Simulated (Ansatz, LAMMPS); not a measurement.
# Amorphous 75TiO2-25Al2O3 (mol %) (84 atoms): geometry optimisation, part 3 of 4

Aim: bring amorphous 75TiO2-25Al2O3 (mol %) (84 atoms) to a nearby minimum of the energy and see what moves.

Ansatz 0.2.0; Kohn-Sham DFT, PBE, PAW (set soft_2), plane waves.

The cell: 18 Ti, 12 Al and 54 O. The quench rate of 50 K/ps is many orders above laboratory rates. The starting topology of bonds comes from the classical model. Only the Γ point is sampled in the main run, in a cell whose shortest periodic width is 10 Å.

So far. Step 4 (Cell and atoms relaxed): The relaxation changed the energy by -72.8 meV/atom, and atoms moved by 0.18 Å r.m.s., 0.37 Å at most.

**6. Single point at the relaxed geometry**

One more single point at the end of the walk gives the fuller output and checks the residual forces.

input.yaml reads:

```yaml
crystal:
  lattice:
    - [10.26621, 0.11992, -0.06564]
    - [0.11992, 10.18298, -0.17639]
    - [-0.06564, -0.17639, 10.42133]
  atoms:
    - { symbol: Ti, position: [0.9643, 0.4941, 0.84685] }
    - { symbol: Ti, position: [0.24076, 0.28711, 0.32925] }
    - { symbol: Ti, position: [0.78693, 0.10307, 0.26122] }
    - { symbol: Ti, position: [0.24683, 0.92395, 0.27539] }
    - { symbol: Ti, position: [0.87602, 0.94907, 0.62348] }
    - { symbol: Ti, position: [0.77652, 0.78886, 0.32319] }
    - { symbol: Ti, position: [0.67282, 0.62823, 0.72875] }
    - { symbol: Ti, position: [0.05733, 0.79796, 0.03227] }
    - { symbol: Ti, position: [0.33608, 0.43281, 0.8822] }
    - { symbol: Ti, position: [0.78211, 0.03089, 0.94601] }
    - { symbol: Ti, position: [0.56986, 0.86692, 0.53176] }
    - { symbol: Ti, position: [0.69089, 0.30435, 0.74147] }
    - { symbol: Ti, position: [0.30133, 0.76052, 0.79069] }
    - { symbol: Ti, position: [0.39986, 0.1651, 0.61937] }
    - { symbol: Ti, position: [0.95973, 0.28124, 0.54966] }
    - { symbol: Ti, position: [0.51682, 0.43355, 0.50027] }
    - { symbol: Ti, position: [0.05387, 0.59084, 0.30437] }
    - { symbol: Ti, position: [0.53626, 0.42229, 0.14266] }
    - { symbol: Al, position: [0.46461, 0.94194, 0.00913] }
    - { symbol: Al, position: [0.45307, 0.13764, 0.20946] }
    - { symbol: Al, position: [0.20244, 0.10346, 0.04978] }
    - { symbol: Al, position: [0.9675, 0.63878, 0.57122] }
    - { symbol: Al, position: [0.15824, 0.1978, 0.76519] }
    - { symbol: Al, position: [0.09441, 0.39116, 0.11161] }
    - { symbol: Al, position: [0.8183, 0.29839, 0.03422] }
    - { symbol: Al, position: [0.27944, 0.68518, 0.4891] }
    - { symbol: Al, position: [0.13839, 0.94719, 0.57471] }
    - { symbol: Al, position: [0.46954, 0.73731, 0.25275] }
    - { symbol: Al, position: [0.81387, 0.40857, 0.33723] }
    - { symbol: Al, position: [0.79614, 0.72796, 0.0057] }
    - { symbol: O, position: [0.5426, 0.20277, 0.71188] }
    - { symbol: O, position: [0.59225, 0.7771, 0.36897] }
    - { symbol: O, position: [0.32854, 0.76712, 0.34972] }
    - { symbol: O, position: [0.89942, 0.67918, 0.39499] }
    - { symbol: O, position: [0.89064, 0.88019, 0.00702] }
    - { symbol: O, position: [0.15298, 0.95007, 0.11758] }
    - { symbol: O, position: [0.48728, 0.58485, 0.17899] }
    - { symbol: O, position: [0.67736, 0.69439, 0.89115] }
    - { symbol: O, position: [0.4036, 0.87535, 0.86655] }
    - { symbol: O, position: [0.03281, 0.30782, 0.70927] }
    - { symbol: O, position: [0.42705, 0.86772, 0.15473] }
    - { symbol: O, position: [0.9466, 0.46261, 0.23269] }
    - { symbol: O, position: [0.74392, 0.21997, 0.89766] }
    - { symbol: O, position: [0.81046, 0.98187, 0.78018] }
    - { symbol: O, position: [0.12821, 0.12053, 0.90434] }
    - { symbol: O, position: [0.46284, 0.00891, 0.54188] }
    - { symbol: O, position: [0.80599, 0.67434, 0.63985] }
    - { symbol: O, position: [0.96605, 0.36606, 0.99375] }
    - { symbol: O, position: [0.03678, 0.57339, 0.71953] }
    - { symbol: O, position: [0.31833, 0.09205, 0.30434] }
    - { symbol: O, position: [0.98963, 0.0715, 0.57774] }
    - { symbol: O, position: [0.74984, 0.71884, 0.16687] }
    - { symbol: O, position: [0.26253, 0.80636, 0.61722] }
    - { symbol: O, position: [0.85544, 0.94176, 0.28961] }
    - { symbol: O, position: [0.84951, 0.23606, 0.36341] }
    - { symbol: O, position: [0.38267, 0.09602, 0.05221] }
    - { symbol: O, position: [0.00842, 0.82591, 0.61207] }
    - { symbol: O, position: [0.09403, 0.70884, 0.18386] }
    - { symbol: O, position: [0.84873, 0.13741, 0.09819] }
    - { symbol: O, position: [0.6123, 0.09544, 0.25267] }
    - { symbol: O, position: [0.54965, 0.75023, 0.6529] }
    - { symbol: O, position: [0.59224, 0.45958, 0.66335] }
    - { symbol: O, position: [0.43047, 0.31081, 0.23009] }
    - { symbol: O, position: [0.79474, 0.46293, 0.80533] }
    - { symbol: O, position: [0.12318, 0.61863, 0.47237] }
    - { symbol: O, position: [0.40331, 0.56435, 0.48998] }
    - { symbol: O, position: [0.14251, 0.9343, 0.4044] }
    - { symbol: O, position: [0.39841, 0.28685, 0.48848] }
    - { symbol: O, position: [0.78772, 0.2421, 0.61806] }
    - { symbol: O, position: [0.91336, 0.44669, 0.4941] }
    - { symbol: O, position: [0.1585, 0.78195, 0.89588] }
    - { symbol: O, position: [0.1981, 0.44978, 0.98475] }
    - { symbol: O, position: [0.7167, 0.37681, 0.15163] }
    - { symbol: O, position: [0.73778, 0.91885, 0.51188] }
    - { symbol: O, position: [0.18788, 0.45644, 0.26247] }
    - { symbol: O, position: [0.30269, 0.29579, 0.76432] }
    - { symbol: O, position: [0.649, 0.44699, 0.38893] }
    - { symbol: O, position: [0.63214, 0.97221, 0.99154] }
    - { symbol: O, position: [0.94575, 0.63942, 0.96984] }
    - { symbol: O, position: [0.15635, 0.23375, 0.16177] }
    - { symbol: O, position: [0.35593, 0.59129, 0.80582] }
    - { symbol: O, position: [0.23185, 0.07937, 0.65201] }
    - { symbol: O, position: [0.12158, 0.26623, 0.44212] }
    - { symbol: O, position: [0.48614, 0.39561, 0.97467] }
kpoints:
  mp_grid: { grid: [1, 1, 1] }
hamiltonian:
  xc: pbe
scf:
  occupations: { method: fermi_dirac, width: 0.025 }
output:
  forces: true
  stress: true
  populations: true
  dos:
    method: { smearing: { sigma: 0.08 } }
    de: 0.05
    projected: { site_lists: { Al: [Al], O: [O], Ti: [Ti] } }
  eigenvalues: true
  write_density: true
  write_potential: true
  volumetric_format: npy
```

Launch:

```
ansatz run input.yaml --threads 4 --pin off --max-ram 8192MiB --backend cpu --events-out ev --progress --plain --runs-dir out
```

Numbers of over 12 decimals in the logs are rounded to 6 here.

The program printed:

```text
[...]
Crystal: 84 atoms, lattice volume = 1088.942 Å³
Basis set: ecut = 420 eV, 21289 PW (Γ), exchange–correlation on 144×144×144 points (8 copies of the dense FFT grid, shifted against one another)
Bands: 372, of which v1, the nominal top of the filled ones, is band 288 counted from 1 (287 counted from 0)
Symmetry: 1 space group operations
[...]
k-points: 1
[...]
SCF iter   1: F=—  HF=-82196.710340 eV  |F-HF|=—  |Δ(HF+E_count)|=         —  Δρ=4.01e-3  dr2=1.65e-1  ethr=1.77e-3  ⟨swp⟩=6.0  Hψ=1410  notcnv=0  defer=48
[...]
SCF iter  12: F=-82196.701160 eV  HF=-82196.701160 eV  |F-HF|=8.12e-9  |Δ(HF+E_count)|=   1.15e-7  Δρ=2.21e-6  dr2=6.46e-8  ethr=1.74e-11  ⟨swp⟩=14.0  Hψ=2424  notcnv=0
SCF 1 converged in 12 iterations: F = -82196.701160 eV  dr2 = 6.46e-8
[...]
SCF converged after 12 iterations
Free energy (F): -82196.701160 eV
[...]
Internal energy: -82196.701160 eV  (E = F + TS)
E sigma→0 (E₀):  -82196.701160 eV
Fermi energy:    6.157714 eV
[...]
--- Forces (eV/Å), atoms counted from 1 ---
  atom   1  Ti     0.01049824     0.00938826    -0.00193494
  atom   2  Ti    -0.00988983    -0.00388558     0.00665081
  atom   3  Ti     0.00284204    -0.00495850     0.00868617
  atom   4  Ti     0.00215854     0.00233749     0.00238908
  atom   5  Ti    -0.00647091     0.00404824     0.00041268
  atom   6  Ti    -0.00746014     0.00684043     0.00216122
  atom   7  Ti     0.00135867    -0.00401249     0.00113480
  atom   8  Ti     0.00117785     0.00317301     0.00576573
  atom   9  Ti     0.00096159    -0.00061864    -0.00259947
  atom  10  Ti    -0.00084250    -0.00201708     0.00679028
  atom  11  Ti     0.00216771     0.00247459     0.00304172
  atom  12  Ti    -0.00088635    -0.00002718    -0.00426603
  atom  13  Ti    -0.00437470    -0.00651302     0.00649415
  atom  14  Ti    -0.00172620     0.00205036    -0.00022939
[...]
atom  83  O      0.00755481     0.00094264    -0.00550645
  atom  84  O     -0.00060891     0.00063195    -0.00222971
  max |Σ_I F_I| component: 1.75e-4 eV/Å
--- Stress (GPa, compression-positive) ---
        0.014149      -0.005042      -0.001708
       -0.005049       0.015334       0.004089
       -0.001707       0.004099       0.008624
  P = ⅓ Tr σ = 0.0127 GPa (0.127 kbar)
--- Band table (eV) ---
[...]
--- Löwdin populations: 84 sites ---
  site symbol       q [e]
     0     Ti     10.5830
     1     Ti     10.5749
     2     Ti     10.6166
[...]
83      O      6.6251
  spilling = 0.004791 (of n_electrons = 576.000000)
```

The job ended after 20 s (4 threads of Arm Neoverse V1, shared host; peak memory 1.4 GiB).

Read from the output:

* free energy: -82196.7012 eV
* free energy per atom: -978.5322 eV/atom
* SCF cycles: 12
* pressure: 0.0127 GPa
* r.m.s. force component: 0.0036 eV/Å
* longest force: 0.01524 eV/Å
* Fermi energy: 6.158 eV
* gap (highest filled to lowest empty level): 2.772 eV
* spilling of the projection: 0.004791

Löwdin charges by element and coordination (they lack the spilled electrons, 0.033 e an atom on average):

```
element  coordination  atoms  mean charge (e)  spread   least    most
     Al           all     12             1.25  0.0398    1.17    1.32
     Al             4      8             1.27  0.0306    1.24    1.32
     Al             5      3             1.22   0.014    1.20    1.24
     Al             6      1             1.17       0    1.17    1.17
      O           all     54            -0.69  0.0803  -0.896  -0.530
      O             2     24           -0.638  0.0744  -0.896  -0.530
      O             3     30           -0.731  0.0578  -0.876  -0.651
     Ti           all     18             1.39  0.0273    1.34    1.43
     Ti             4      7             1.38  0.0145    1.36    1.40
     Ti             5      9             1.39  0.0303    1.34    1.43
     Ti             6      2             1.43  0.0013    1.43    1.43
```

Density of states as counts of states in windows of 1 eV (from the Fermi level), total and the larger projections:

```
from (eV)  to (eV)  total   O p  Ti d   O s
      -18      -17   66.8   0.2   3.5  56.4
      -17      -16    2.0   0.0   0.1   1.7
      -16       -8    0.0   0.0   0.0   0.0
       -8       -7    3.5   2.5   0.2   0.1
       -7       -6   17.9  12.9   1.7   0.4
       -6       -5   50.9  37.1   8.1   0.4
       -5       -4   78.2  59.8  13.1   0.4
       -4       -3   70.2  58.6   8.3   0.6
       -3       -2   79.4  72.0   4.9   0.5
       -2       -1   23.8  22.3   0.9   0.1
       -1        1    0.0   0.0   0.0   0.0
        1        2   22.4   2.2  19.4   0.2
        2        3   57.5   8.8  45.3   0.9
        3        4   48.1   9.1  33.1   2.2
```

Between -26 and -18 eV lie 39 more states.

The stored curve holds about 432 of the 576 electrons; the rest, give or take the few that broadening carries across the Fermi level, lie in deeper levels below its range.

The levels nearest the highest filled one (over half full), pooled over k-points and spins:

```
level less the highest filled one (eV)  occupation
                                -0.377           2
                                -0.345           2
                                -0.268           2
                                -0.196           2
                               -0.0967           2
                                     0           2
                                  2.77           0
                                  2.81           0
                                  3.02           0
                                  3.06           0
                                  3.10           0
                                  3.13           0
```

Valence density in the ac plane at fractional y = 0.296, with atoms of Ti and Al and O within 0.2 Å of it. It is the smooth field of the valence electrons, not physical close to the nuclei.

Ten steps, logarithmic in the rise over the least value, from '_' (0.0 e/Å³) to '@' (9.0 e/Å³), each cell a mean:
```
==::..__________________..::::::..____..::----::..::--==++
::..____________________....::..______::--====--::..::----
..____________..........____________..::--====--....__....
__....____..::--====--::____________..::--==--::..________
::--::::..::--**##%%**--..____....::==**##**--..________..
**##**==::::==##@@@@##==......::::--##@@@@%%++::______::==
%%@@##++::::--++####++--....::----==**@@@@%%++--......--**
%%%%##==::....--====--......::::--::==**##**++==--::..--++
++++==::..______......................::--++****++----==++
##==::..__________..::::::::....______..::==****++==**%%%%
%%++::::....____..::==**++==::..________..::------==%%@@@@
##====++==--..__..==##%%%%**--..____________......--**%%@@
--==**%%##++--..::==##@@%%**--..______________..::::--++++
::==##%%%%**==--::--++****==::______________..--====--::..
..::==******####**--::::::..______________..--==**++==::..
__..::--==##@@@@%%++::::::....____________..--++**++==::__
______..--##@@@@%%++--==++==--..__________..::--====::..__
______..::==****++--==##%%%%++--..________......::....____
____::--====--::::::==##@@%%**--..____..::::::....________
__..--++**++==::....--++##**==::......::------::..________
....--++**++--::____..::----::........--====--::....______
....::--==--::..________........____..::------::..........
--::....::....____________......______....::....__..::----
==::..__________________....::....______..::......::--==++
```
Columns run along a (10.3 Å), rows up along c (10.4 Å). Atoms in or near the plane, at fractional coordinates: Ti at (0.24, 0.33), Ti at (0.69, 0.74), Ti at (0.96, 0.55), Al at (0.82, 0.03), O at (0.03, 0.71), O at (0.43, 0.23), O at (0.40, 0.49), O at (0.30, 0.76).

Electrostatic potential energy in the ac plane at fractional y = 0.296, with atoms of Ti and Al and O within 0.2 Å of it. With pseudopotentials it is smooth inside the atoms' cores, unlike the true potential.

Ten even steps from '_' (-33 eV) to '@' (11 eV), each cell a mean:
```
@@@@@@@@@@@@@@@@@@@@@@@@@@@@@@@@@@@@@@@@@@##**++++**%%%%%%
@@@@@@@@@@@@@@@@@@@@@@@@@@@@@@@@@@@@@@@@@@%%%%##%%%%@@@@@@
@@@@@@@@@@@@@@@@@@@@@@@@@@@@@@@@@@@@@@@@%%%%%%@@@@@@@@@@@@
@@@@@@@@%%%%@@@@%%%%@@@@@@@@@@@@@@@@%%######%%@@@@@@@@@@@@
@@@@@@%%##%%%%++....++@@@@@@@@@@@@%%++::::--**%%@@@@@@@@@@
==--**######%%--____::%%@@@@@@@@%%**::______--##@@@@@@@@%%
____..##%%%%%%**::::**@@@@@@@@@@%%**::______==##@@@@@@@@++
____--%%@@@@@@@@@@%%@@@@@@@@@@@@@@%%++::::--**##@@@@@@%%**
++**%%@@@@@@@@@@@@@@@@%%%%@@@@@@@@@@%%######====##%%##++++
::**%%@@@@@@@@@@@@@@@@%%%%@@@@@@@@@@@@@@@@%%++==##**--____
__==%%@@@@@@@@@@@@@@%%++**%%@@@@@@@@@@@@@@@@@@@@%%++..____
::**%%##%%@@@@@@@@@@--____==%%%%%%@@@@@@@@@@@@@@%%**::____
**##==....##@@@@@@%%::____==@@@@@@@@@@@@@@@@@@@@@@%%**====
%%%%--____++##**##%%##++**%%@@@@@@@@@@@@@@@@@@@@%%%%%%%%%%
@@@@%%++++==::..::**%%@@@@@@@@@@@@@@@@@@@@@@@@%%++**%%@@@@
@@@@@@%%**..______--##@@@@@@@@@@@@@@@@@@@@@@%%##++**%%@@@@
@@@@@@%%**::____..==%%%%##%%@@@@@@@@@@@@@@@@%%%%%%%%@@@@@@
@@@@@@@@%%++--::==##%%--__..**@@@@@@@@@@@@@@@@@@@@@@@@@@@@
@@@@@@@@%%%%####%%%%%%::____++@@@@@@@@@@@@@@@@@@@@@@@@@@@@
@@@@%%##++**%%@@@@@@@@**--==%%%%%%@@@@@@@@@@@@@@@@@@@@@@@@
@@%%####++##@@@@@@@@@@@@@@@@%%%%%%%%@@@@@@%%%%####%%%%@@@@
%%%%######%%@@@@@@@@@@@@@@@@@@%%%%@@@@@@@@##**++++++##%%@@
@@%%%%%%%%@@@@@@@@@@@@@@@@@@@@@@@@@@@@@@%%**++####++**%%@@
@@@@@@@@@@@@@@@@@@@@@@@@@@@@@@@@@@@@@@@@%%**++####++**%%##
```
Columns run along a (10.3 Å; values clipped at the 3rd and 97th percentile), rows up along c (10.4 Å). Atoms in or near the plane, at fractional coordinates: Ti at (0.24, 0.33), Ti at (0.69, 0.74), Ti at (0.96, 0.55), Al at (0.82, 0.03), O at (0.03, 0.71), O at (0.43, 0.23), O at (0.40, 0.49), O at (0.30, 0.76).

Mean Löwdin charges: Al +1.25, O -0.69, Ti +1.39 e (they miss 0.48 % of the electrons, so they add up to more than the cell's charge). The largest share in the top eV of filled states is O p (94 % of the projected weight), and in the lowest eV of empty states Ti d (85 % of the projected weight).

A closer look about Al22, which has 6 bonded neighbours where the commonest count for Al is 4: 10 atoms, nearest first, numbered in the order of the input, with positions taken from that point.

```
atom      x      y      z  distance (Å)  bonds  Löwdin charge (e)
Al22   0.00   0.00   0.00          0.00      6               1.17
 O49   0.69  -0.68   1.55          1.83      2              -0.63
 O47  -1.66   0.33   0.72          1.84      2              -0.64
 O65   1.60  -0.17  -1.04          1.92      3              -0.75
 O57   0.44   1.90   0.39          1.99      3              -0.68
 O34  -0.68   0.43  -1.84          2.01      3              -0.67
 O70  -0.57  -1.95  -0.77          2.17      3              -0.67
Ti17   0.90  -0.43  -2.78          2.95      5               1.41
 Ti1  -0.07  -1.52   2.90          3.27      5               1.42
 Ti5  -0.91   3.14   0.50          3.30      4               1.36
```

The column of bonds counts only the pairs O-Ti within 2.64 Å, O-Al within 2.49 Å; other neighbours, such as metal atoms beside each other in a compound, aren't counted, and periodic images can show an atom twice.

**7. K-mesh 2×2×2**

Large cells are often run on few k-points; this run checks whether the reference had enough.

Changes to input.yaml since step 6:

```diff
@@ -8,3 +8,3 @@
 kpoints:
-  mp_grid: { grid: [1, 1, 1] }
+  mp_grid: { grid: [2, 2, 2] }
 hamiltonian:
@@ -22,4 +22 @@
   eigenvalues: true
-  write_density: true
-  write_potential: true
-  volumetric_format: npy
```

The program printed:

```text
[...]
Crystal: 84 atoms, lattice volume = 1088.942 Å³
Basis set: ecut = 420 eV, 21289 PW (Γ), exchange–correlation on 144×144×144 points (8 copies of the dense FFT grid, shifted against one another)
Bands: 372, of which v1, the nominal top of the filled ones, is band 288 counted from 1 (287 counted from 0)
Symmetry: 1 space group operations
[...]
k-points: 8
[...]
SCF iter   1: F=—  HF=-82196.756007 eV  |F-HF|=—  |Δ(HF+E_count)|=         —  Δρ=4.00e-3  dr2=1.64e-1  ethr=1.77e-3  ⟨swp⟩=5.6  Hψ=11239  notcnv=0  defer=397
[...]
SCF iter  11: F=—  HF=-82196.746393 eV  |F-HF|=—  |Δ(HF+E_count)|=   2.94e-7  Δρ=3.33e-6  dr2=1.52e-7  ethr=1.80e-10  ⟨swp⟩=2.0  Hψ=3664  notcnv=0  defer=616
SCF iter  12: F=-82196.746393 eV  HF=-82196.746393 eV  |F-HF|=9.69e-9  |Δ(HF+E_count)|=   1.13e-7  Δρ=2.19e-6  dr2=6.32e-8  ethr=1.74e-11  ⟨swp⟩=9.5  Hψ=11886  notcnv=0
SCF 1 converged in 12 iterations: F = -82196.746393 eV  dr2 = 6.32e-8
[...]
SCF converged after 12 iterations
Free energy (F): -82196.746393 eV
[...]
Internal energy: -82196.746393 eV  (E = F + TS)
E sigma→0 (E₀):  -82196.746393 eV
Fermi energy:    6.127077 eV
[...]
Σ components = -82196.746393   (vs F -82196.746393, Δ=0.00e0)
--- Forces (eV/Å), atoms counted from 1 ---
  atom   1  Ti     0.02139911    -0.01133447     0.00449734
  atom   2  Ti    -0.00617658     0.00525420     0.00027135
  atom   3  Ti     0.00231807    -0.00328535    -0.00392100
  atom   4  Ti    -0.00663439    -0.00477051     0.01080788
[...]
atom  84  O      0.00893229     0.01110779    -0.01976196
  max |Σ_I F_I| component: 1.79e-4 eV/Å
--- Stress (GPa, compression-positive) ---
        0.005989      -0.007730      -0.002731
       -0.007736       0.006825       0.005941
       -0.002730       0.005951      -0.001364
  P = ⅓ Tr σ = 0.0038 GPa (0.038 kbar)
--- Band table (eV; the first three rows and the last of 8) ---
[...]
--- Löwdin populations: 84 sites ---
  site symbol       q [e]
     0     Ti     10.5842
     1     Ti     10.5743
     2     Ti     10.6199
[...]
83      O      6.6258
  spilling = 0.004793 (of n_electrons = 576.000000)
```

Run time: 2.9 min. Hardware: 4 threads; peak memory 6.1 GiB; 11 min of CPU time.

The program notes that it cut back its work space to fit the memory limit.

Geometry and reference: those of the single point at the relaxed geometry.

Forces differ from those of the single point at the relaxed geometry by 8.1 meV/Å r.m.s.; the energy by -0.54 meV/atom and the gap by -0.055 eV. It took 2.9 min and 12 cycles; the reference's time can't be set against it, since the two runs asked for unlike analyses.

[end of part 3 of 4]

[Logs are printed without paths, hosts, clocks, repeated set-up lines and the standing remarks that a program may print on its own settings, such as how far it seeks lower states.]

[Hosts, paths, dates, database ids (printed as entryN), source tags and the programs' standing remarks are cut or masked in the printed files.]
